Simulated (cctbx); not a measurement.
# Accept or mend?

Cell a = 8.6160 Å, b = 8.6160 Å, c = 8.6160 Å, α = 90.00°, β = 90.00°, γ = 90.00°; space group Fm-3m (no. 225). The compound is K2MgCrF6.

The data are simulated with cctbx, not measured: synchrotron X-rays, λ = 0.7749 Å, to d = 0.8 Å, 70 % of the full sphere, strongest reflection 5000 counts, noise from counting, a 3 % proportional error and a noise floor of 15 counts (s.d.); no absorption.

An anisotropic refinement with weights 1/σ² prints:

```text
Rint 0.069, 53 unique reflections to 0.80 A
cycle     R1     wR2    GooF  max shift (A)
   1  0.0242  0.0413   1.678   0.00043
   2  0.0166  0.0298   1.212   0.00000
final R1 0.0166 wR2 0.0298 GooF 1.212  parameters 6  data/parameter 8.8
atom        x        y        z      Ueq    occ   su(xyz)  su(Uiso or U11)
Cr1    0.00000  0.00000  0.00000   0.0016  1.000  0.00000  0.0005
K1     0.25000  0.25000  0.75000   0.0065  1.000  0.00000  0.0004
Mg1    0.50000  0.00000  0.00000   0.0049  1.000  0.00000  0.0009
F1     0.21835  0.00000  0.00000   0.0081  1.000  0.00027  0.0017
difference map: max 0.61 min -0.97 rms 0.15
Q1    0.0000  0.0000  0.0000    4    0.61  0.00 A from Cr1
Q2    0.1696  0.1696  0.1696   32    0.56  1.20 A from K1
Q3    0.0000  0.0724  0.2979   96    0.40  0.93 A from F1
Q4    0.0000  0.0887  0.4113   48    0.39  1.08 A from Mg1
Q5    0.0576  0.1860  0.1860   96    0.37  1.70 A from F1
Q6    0.0814  0.0814  0.1452   96    0.25  1.18 A from F1
```

Q: Accept it or mend it, and why?

Mend it. The fault: dispersion terms of the wrong wavelength (1.54184 Å). Against the right model at the same level, R1 goes from 0.0148 to 0.0166 and GooF from 1.02 to 1.21 and U of Cr1 shrinks from 0.0036 to 0.0016 Å². f′ and f″ must be those of the data's wavelength; the error mimics a mistyped heavy atom. The signs are weak, and the output alone doesn't single this fault out.

The compound is K2MgCrF6. The right model at the same level gives:

```text
Rint 0.069, 53 unique reflections to 0.80 A
cycle     R1     wR2    GooF  max shift (A)
   1  0.0148  0.0251   1.020   0.00001
final R1 0.0148 wR2 0.0251 GooF 1.019  parameters 6  data/parameter 8.8
atom        x        y        z      Ueq    occ   su(xyz)  su(Uiso or U11)
Cr1    0.00000  0.00000  0.00000   0.0036  1.000  0.00000  0.0004
K1     0.25000  0.25000  0.75000   0.0048  1.000  0.00000  0.0004
Mg1    0.50000  0.00000  0.00000   0.0038  1.000  0.00000  0.0008
F1     0.21840  0.00000  0.00000   0.0068  1.000  0.00022  0.0013
difference map: max 0.46 min -0.92 rms 0.12
Q1    0.1714  0.1714  0.1714   32    0.47  1.17 A from K1
Q2    0.0000  0.0000  0.0000    4    0.39  0.00 A from Cr1
Q3    0.0000  0.0718  0.2924   96    0.33  0.89 A from F1
Q4    0.0626  0.1792  0.1792   96    0.30  1.67 A from F1
Q5    0.0000  0.0878  0.4122   48    0.26  1.07 A from Mg1
Q6    0.1759  0.1759  0.3241   32    0.26  1.11 A from K1
```

The model is made up (kin elements in a known structure type, no relaxation), so it says nothing on whether the phase exists.

[Middle refinement cycles are left out of these outputs.]

[Logs are printed without paths, hosts, clocks, repeated set-up lines and the standing remarks that a program may print on its own settings, such as how far it seeks lower states.]
